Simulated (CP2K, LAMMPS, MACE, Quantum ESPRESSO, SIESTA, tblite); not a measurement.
# Pressure against volume in amorphous Si0.9Ge0.1 (94 atoms), CP2K double zeta, RPBE

Density of this cell: 2.65 g/cm³. The cell holds 94 atoms: 85 Si and 9 Ge. Its edges and angles: a = 12.402 Å, b = 12.402 Å, c = 12.402 Å, α = 90.0°, β = 90.0°, γ = 90.0°. 94 atoms (85 Si, 9 Ge) placed at random at 2.65 g/cm³, melted at 3500 K for 10 ps at fixed volume with the Tersoff potential (Tersoff, Phys. Rev. B 39, 5566 (1989)). Quenched from 3500 K to 700 K at 3 K/ps and fixed volume, held 5 ps. Then the atoms were relaxed with MACE MPA-0 medium in the fixed cell.

Calculated with CP2K 2026.2: RPBE; DZVP-UZH, GTH-PBE potentials, 350 Ry; k-points Γ. The unchanged cell has V0 = 20.294 Å³ an atom and P0 = 1.835 GPa. It is scaled evenly, and MACE MPA-0 medium relaxes the atoms at each volume before the single point.

```
volume (Å³/atom)  pressure (GPa)
          19.076           6.938
          19.685           4.304
          20.903         -0.2553
          21.512               ?
```

Task: Fit a second-order expansion in ln V to the rows given and extrapolate to the withheld row.

Worked fit:

To second order in u = ln(V/V0), P = P0 − B u + ½ B B′ u², with B the bulk modulus at V0 and B′ its pressure derivative. So v = (P − P0)/u is a line in u, with intercept −B and slope ½ B B′.

| u | v (GPa) |
| --- | --- |
| -0.0618754 | -82.4706 |
| -0.0304592 | -81.0691 |
| 0.0295588 | -70.7065 |

With n = 3: mean u = -0.0209253, mean v = -78.0821, Σ(u − ū)² = 0.0043165, Σ(u − ū)(v − v̄) = 0.58054. Slope b = 0.58054 / 0.0043165 = 134.49; intercept a = v̄ − b ū = -75.268.

So B = 75.3 GPa and B′ = 2b/B = 3.6. At the withheld volume u = 0.05827, v = a + b u = -67.43 GPa, and P = P0 + u v.

Prediction at 21.512: -2.094 GPa. The run gave -2.038 GPa, so the fit is low by 0.057 GPa (2.8 % of the value).

B′ = 3.6 rests on three points. Among the rows given, the largest miss of the fit is at 19.076, by 0.069 GPa (0.77 % of the range of the table).

Limits: Static cells at zero temperature, with the cell shape held. The atoms follow MACE MPA-0 medium, not this level's own minimum.

[Logs are printed without paths, hosts, clocks, repeated set-up lines and the standing remarks that a program may print on its own settings, such as how far it seeks lower states.]

[Hosts, paths, dates, database ids (printed as entryN), source tags and the programs' standing remarks are cut or masked in the printed files.]
